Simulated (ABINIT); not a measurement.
**CdS (Hawleyite): G0W0 in ABINIT against the plane-wave cutoff**

Wanted: the cheapest plane-wave cutoff that holds the gap of CdS (Hawleyite).

Method: PBE and many-body steps on it, plane waves, in ABINIT 10.8.3.

This is a report of a sequence of runs, with most program output left out.

## 1. The starting structure

The structure is cubic, space group F-43m (No. 216). The conventional cell has a = 5.833 Å, b = 5.833 Å, c = 5.833 Å, α = 90.00°, β = 90.00°, γ = 90.00°. Nearest to Cd lie 4 S at 2.53 Å. S has 4 Cd at 2.53 Å nearest. Farther neighbours and most contacts between anions are not listed.

The cell and positions come from the Crystallography Open Database and are kept as given unless a step says otherwise.

## 2. Empty states on the mesh, 4×4×4 mesh, 339 bands

This step: ABINIT 10.8.3; DFT, PBE, plane waves, norm-conserving pseudopotentials.

The sums over transitions need many empty states on a uniform mesh; this step solves for them.

File run.abi:

```
acell 3*1.0 Angstrom
rprim 
  -0.000000000000 2.916500000000 2.916500000000
  2.916500000000 -0.000000000000 2.916500000000
  2.916500000000 2.916500000000 -0.000000000000
ntypat 2
znucl 48 16
natom 2
typat 1 2
xred 
  0.000000000000 0.000000000000 0.000000000000
  0.250000000000 0.250000000000 0.250000000000
pp_dirpath "pseudos"
pseudos "Cd.upf, S.upf"
ecut 47
ngkpt 4 4 4
nshiftk 1
shiftk 0 0 0
kptopt 1
chksymbreak 0
irdden 1
istwfk *1
nband 339
prtvol 0
optdriver 6
gwr_task "HDIAGO"
paral_kgb 0
occopt 1
indata_prefix "in"
outdata_prefix "out"
tmpdata_prefix "tmp"
```

Launch:

```console
> OMP_NUM_THREADS=1 mpirun -n 8 abinit run.abi > log
```

Elapsed: 70 s, on 8 MPI ranks of AMD EPYC 7R43, shared host; peak memory 12 GiB; 9.3 min of CPU time.

Numbers from this step:

```yaml
gap: 1.145 eV
k_of_the_valence_top: 0, 0, 0
k_of_the_conduction_bottom: 0, 0, 0
least_direct_gap: 1.145 eV
k_points_computed: 8
lowest_point_of_the_top_converged_band_above_the_valence_top: 189.0455 eV
```

On this mesh the gap is 1.145 eV.

The density comes from a self-consistent run that is not shown.

## 3. Empty states on the mesh, 4×4×4 mesh, 101 bands

Changes to run.abi since step 2:

```diff
@@ -14,3 +14,3 @@
 pseudos "Cd.upf, S.upf"
-ecut 47
+ecut 28
 ngkpt 4 4 4
@@ -22,3 +22,3 @@
 istwfk *1
-nband 339
+nband 101
 prtvol 0
```

The job ended after 23 s (8 MPI ranks; peak memory 2.9 GiB).

Numbers from this step:

```yaml
gap: 1.177 eV
k_of_the_valence_top: 0, 0, 0
k_of_the_conduction_bottom: 0, 0, 0
least_direct_gap: 1.177 eV
k_points_computed: 8
lowest_point_of_the_top_converged_band_above_the_valence_top: 71.3868 eV
```

On this mesh the gap is 1.177 eV.

## 4. Empty states on the mesh, 4×4×4 mesh, 101 bands

Changes to run.abi since step 3:

```diff
@@ -14,3 +14,3 @@
 pseudos "Cd.upf, S.upf"
-ecut 28
+ecut 38
 ngkpt 4 4 4
@@ -20,2 +20,3 @@
 chksymbreak 0
+iscf -2
 irdden 1
@@ -23,7 +24,6 @@
 nband 101
+nbdbuf 8
+tolwfr 1e-09
+nstep 60
 prtvol 0
-optdriver 6
-gwr_task "HDIAGO"
-paral_kgb 0
-occopt 1
 indata_prefix "in"
```

Wall time 32 s (8 MPI ranks); peak memory 0.65 GiB; 4.2 min of CPU time.

Numbers from this step:

```yaml
gap: 1.147 eV
k_of_the_valence_top: 0, 0, 0
k_of_the_conduction_bottom: 0, 0, 0
least_direct_gap: 1.147 eV
k_points_computed: 8
lowest_point_of_the_top_converged_band_above_the_valence_top: 71.3844 eV
```

On this mesh the gap is 1.147 eV.

## 5. Empty states on the mesh, 4×4×4 mesh, 101 bands

Changes to run.abi since step 4:

```diff
@@ -14,3 +14,3 @@
 pseudos "Cd.upf, S.upf"
-ecut 38
+ecut 59
 ngkpt 4 4 4
```

The job ended after 56 s (8 MPI ranks; peak memory 0.78 GiB; 7.3 min of CPU time).

Numbers from this step:

```
gap                                                           : 1.145 eV
k of the valence top                                          : 0, 0, 0
k of the conduction bottom                                    : 0, 0, 0
least direct gap                                              : 1.145 eV
k points computed                                             : 8
lowest point of the top converged band, above the valence top : 71.3834 eV
```

On this mesh the gap is 1.145 eV.

## 6. Screening, 4×4×4 mesh, 93 bands, screening to 163.3 eV

The RPA dielectric matrix is built and inverted for each q.

This step: RPA screening on PBE, plane waves, norm-conserving pseudopotentials.

Changes to run.abi since step 5:

```diff
@@ -14,3 +14,3 @@
 pseudos "Cd.upf, S.upf"
-ecut 59
+ecut 28
 ngkpt 4 4 4
@@ -20,10 +20,11 @@
 chksymbreak 0
-iscf -2
-irdden 1
 istwfk *1
-nband 101
-nbdbuf 8
-tolwfr 1e-09
-nstep 60
-prtvol 0
+occopt 1
+irdwfk 1
+optdriver 3
+nband 93
+ecuteps 6
+inclvkb 2
+awtr 1
+symchi 1
 indata_prefix "in"
```

Wall time 26 s (8 MPI ranks); peak memory 1.2 GiB; 3.4 min of CPU time.

Numbers from this step:

```yaml
eps_infinity_with_local_fields_on_this_mesh_along_the_program_s_q_direction: 10.58
the_same_without_local_fields: 11.29
plasma_frequency: 26.88 eV
plane_waves_in_the_screening_matrix: 259
```

Local fields lower ε∞ by 6 %. On a Γ-centred mesh this coarse the value itself is usually too large, while a short band sum pulls it down.

## 7. 28 Ha

This step: G0W0 on PBE, plane waves, norm-conserving pseudopotentials.

Changes to run.abi since step 6:

```diff
@@ -23,8 +23,15 @@
 irdwfk 1
-optdriver 3
+optdriver 4
 nband 93
+gwcalctyp 0
+ecutsigx 28
+symsigma 1
+nkptgw 1
+kptgw 
+  0.0000000000 0.0000000000 0.0000000000
+bdgw 
+  11 17
 ecuteps 6
-inclvkb 2
-awtr 1
-symchi 1
+irdscr 1
+ppmodel 1
 indata_prefix "in"
```

Run time: 9.8 s. Hardware: 8 MPI ranks; peak memory 1.2 GiB.

This step gave:

| Quantity | Value |
| --- | --- |
| G0W0 gap on the points computed | 2.085 eV |
| starting gap on the mesh | 1.177 eV |
| k of the valence top | 0, 0, 0 |
| k of the conduction bottom | 0, 0, 0 |
| Z at the valence top | 0.782 |
| Z at the conduction bottom | 0.813 |
| least direct G0W0 gap on the computed points | 2.085 eV |

## 8. Screening, 4×4×4 mesh, 93 bands, screening to 163.3 eV

This step: RPA screening on PBE, plane waves, norm-conserving pseudopotentials.

Changes to run.abi since step 7:

```diff
@@ -14,3 +14,3 @@
 pseudos "Cd.upf, S.upf"
-ecut 28
+ecut 38
 ngkpt 4 4 4
@@ -23,15 +23,8 @@
 irdwfk 1
-optdriver 4
+optdriver 3
 nband 93
-gwcalctyp 0
-ecutsigx 28
-symsigma 1
-nkptgw 1
-kptgw 
-  0.0000000000 0.0000000000 0.0000000000
-bdgw 
-  11 17
 ecuteps 6
-irdscr 1
-ppmodel 1
+inclvkb 2
+awtr 1
+symchi 1
 indata_prefix "in"
```

Elapsed: 31 s, on 8 MPI ranks; peak memory 1.4 GiB; 4.1 min of CPU time.

Numbers from this step:

| Item | Value |
| --- | --- |
| ε∞ with local fields, on this mesh, along the program's q direction | 11.03 |
| the same without local fields | 11.73 |
| plasma frequency | 26.88 eV |
| plane waves in the screening matrix | 259 |

## 9. 38 Ha

The self-energy is evaluated for the states that the input lists, and the levels follow from it, in one-shot runs by the linearised quasiparticle equation.

This step: G0W0 on PBE, plane waves, norm-conserving pseudopotentials.

Changes to run.abi since step 8:

```diff
@@ -23,8 +23,15 @@
 irdwfk 1
-optdriver 3
+optdriver 4
 nband 93
+gwcalctyp 0
+ecutsigx 38
+symsigma 1
+nkptgw 1
+kptgw 
+  0.0000000000 0.0000000000 0.0000000000
+bdgw 
+  11 17
 ecuteps 6
-inclvkb 2
-awtr 1
-symchi 1
+irdscr 1
+ppmodel 1
 indata_prefix "in"
```

Wall time 12 s (8 MPI ranks); peak memory 1.5 GiB; 89 s of CPU time.

Numbers from this step:

```
G0W0 gap on the points computed              : 2.053 eV
starting gap on the mesh                     : 1.147 eV
k of the valence top                         : 0, 0, 0
k of the conduction bottom                   : 0, 0, 0
Z at the valence top                         : 0.782
Z at the conduction bottom                   : 0.813
least direct G0W0 gap on the computed points : 2.053 eV
```

The gap on the mesh goes from 1.15 eV to 2.05 eV, a correction of +0.91 eV.

## 10. Screening, 4×4×4 mesh, 93 bands, screening to 163.3 eV

This step: RPA screening on PBE, plane waves, norm-conserving pseudopotentials.

Changes to run.abi since step 9:

```diff
@@ -14,3 +14,3 @@
 pseudos "Cd.upf, S.upf"
-ecut 38
+ecut 47
 ngkpt 4 4 4
@@ -23,15 +23,8 @@
 irdwfk 1
-optdriver 4
+optdriver 3
 nband 93
-gwcalctyp 0
-ecutsigx 38
-symsigma 1
-nkptgw 1
-kptgw 
-  0.0000000000 0.0000000000 0.0000000000
-bdgw 
-  11 17
 ecuteps 6
-irdscr 1
-ppmodel 1
+inclvkb 2
+awtr 1
+symchi 1
 indata_prefix "in"
```

Wall time 25 s (8 MPI ranks); peak memory 2 GiB; 3.3 min of CPU time.

This step gave:

* ε∞ with local fields, on this mesh, along the program's q direction: 11.06
* the same without local fields: 11.77
* plasma frequency: 26.88 eV
* plane waves in the screening matrix: 259

## 11. 47 Ha

This step: G0W0 on PBE, plane waves, norm-conserving pseudopotentials.

Changes to run.abi since step 10:

```diff
@@ -23,8 +23,15 @@
 irdwfk 1
-optdriver 3
+optdriver 4
 nband 93
+gwcalctyp 0
+ecutsigx 47
+symsigma 1
+nkptgw 1
+kptgw 
+  0.0000000000 0.0000000000 0.0000000000
+bdgw 
+  11 17
 ecuteps 6
-inclvkb 2
-awtr 1
-symchi 1
+irdscr 1
+ppmodel 1
 indata_prefix "in"
```

Elapsed: 6.4 s, on 8 MPI ranks; peak memory 1.7 GiB; 48 s of CPU time.

Numbers from this step:

| Quantity | Value |
| --- | --- |
| G0W0 gap on the points computed | 2.052 eV |
| starting gap on the mesh | 1.145 eV |
| k of the valence top | 0, 0, 0 |
| k of the conduction bottom | 0, 0, 0 |
| least direct G0W0 gap on the computed points | 2.052 eV |

Against the run before, the gap moves by −0.001 eV.

## 12. Screening, 4×4×4 mesh, 93 bands, screening to 163.3 eV

This step: RPA screening on PBE, plane waves, norm-conserving pseudopotentials.

Changes to run.abi since step 11:

```diff
@@ -14,3 +14,3 @@
 pseudos "Cd.upf, S.upf"
-ecut 47
+ecut 59
 ngkpt 4 4 4
@@ -23,15 +23,8 @@
 irdwfk 1
-optdriver 4
+optdriver 3
 nband 93
-gwcalctyp 0
-ecutsigx 47
-symsigma 1
-nkptgw 1
-kptgw 
-  0.0000000000 0.0000000000 0.0000000000
-bdgw 
-  11 17
 ecuteps 6
-irdscr 1
-ppmodel 1
+inclvkb 2
+awtr 1
+symchi 1
 indata_prefix "in"
```

Wall time 74 s (8 MPI ranks); peak memory 2.1 GiB.

Numbers from this step:

```yaml
eps_infinity_with_local_fields_on_this_mesh_along_the_program_s_q_direction: 11.07
the_same_without_local_fields: 11.77
plasma_frequency: 26.88 eV
plane_waves_in_the_screening_matrix: 259
```

## 13. 59 Ha

This step: G0W0 on PBE, plane waves, norm-conserving pseudopotentials.

Changes to run.abi since step 12:

```diff
@@ -23,8 +23,15 @@
 irdwfk 1
-optdriver 3
+optdriver 4
 nband 93
+gwcalctyp 0
+ecutsigx 59
+symsigma 1
+nkptgw 1
+kptgw 
+  0.0000000000 0.0000000000 0.0000000000
+bdgw 
+  11 17
 ecuteps 6
-inclvkb 2
-awtr 1
-symchi 1
+irdscr 1
+ppmodel 1
 indata_prefix "in"
```

It took 15 s on 8 MPI ranks; peak memory 1.6 GiB; 2 min of CPU time.

Numbers from this step:

```yaml
g0w0_gap_on_the_points_computed: 2.052 eV
starting_gap_on_the_mesh: 1.145 eV
k_of_the_valence_top: 0, 0, 0
k_of_the_conduction_bottom: 0, 0, 0
least_direct_g0w0_gap_on_the_computed_points: 2.052 eV
```

Against the run before, the gap moves by +0.000 eV.

## 14. The runs together

Times are wall times on 8 MPI ranks of AMD EPYC 7R43, shared host, good to a factor of about two. A run's time includes the screening step that it read.

```
  run   mesh  bands  screening cutoff (eV)  DFT gap (eV)  gap on the mesh (eV)  direct (eV)  ε∞ used  time
28 Ha  4×4×4     93                  163.3         1.177                 2.085        2.085    10.58  35 s
38 Ha  4×4×4     93                  163.3         1.147                 2.053        2.053    11.03  42 s
47 Ha  4×4×4     93                  163.3         1.145                 2.052        2.052    11.06  32 s
59 Ha  4×4×4     93                  163.3         1.145                 2.052        2.052    11.07  89 s
```

## 15. Summary of results

| Property | Result |
| --- | --- |
| 28 Ha | 2.085 eV |
| 38 Ha | 2.053 eV |
| 47 Ha | 2.052 eV |
| 59 Ha | 2.052 eV |
| known limits | not at the basis limit; no spin-orbit coupling; coarse k mesh |

In words: The setting moved: plane-wave cutoff. From 28 Ha to 59 Ha the gap moves by −0.03 eV, for 2.5 times the time. It holds to 0.03 eV from 38 Ha on. Bands and screening cutoff are coupled, so a series along one setting does not show full convergence. Bands and cutoff are finite, so the gap is not at the basis limit. The miss can reach some tenths of an eV and take either sign; the mesh is an error of its own. In the first G0W0 run levels were corrected at 1 k point alone, so a gap called «on the mesh» is the least over those, and an edge elsewhere would be missed. The 4×4×4 mesh is coarse for this cell, which bears on the long-range parts of exchange and screening. The many-body steps are scalar-relativistic: spin-orbit coupling is not in them.

[Paths, hosts, dates, memory and timing lines, banners, echoed tables and standing remarks are left out of the program output.]

[Logs are printed without paths, hosts, clocks, repeated set-up lines and the standing remarks that a program may print on its own settings, such as how far it seeks lower states.]

[Runs of the session that timed out or met a known fault of the program may be left out.]

[No measured gap is set beside runs whose start may be inverted or whose files or cutoffs have a known fault.]

[Hosts, paths, dates, database ids (printed as entryN), source tags and the programs' standing remarks are cut or masked in the printed files.]

[G0W0 gaps are taken among the corrected bands and points alone; a level outside them can change the order at an edge.]

[Where Ansatz stands beside ABINIT at settings called matched, ABINIT's density can come from a denser mesh and the files from another edition; pairs whose starting gaps differed by over 0.03 eV were left out, so agreement reads better than it is.]
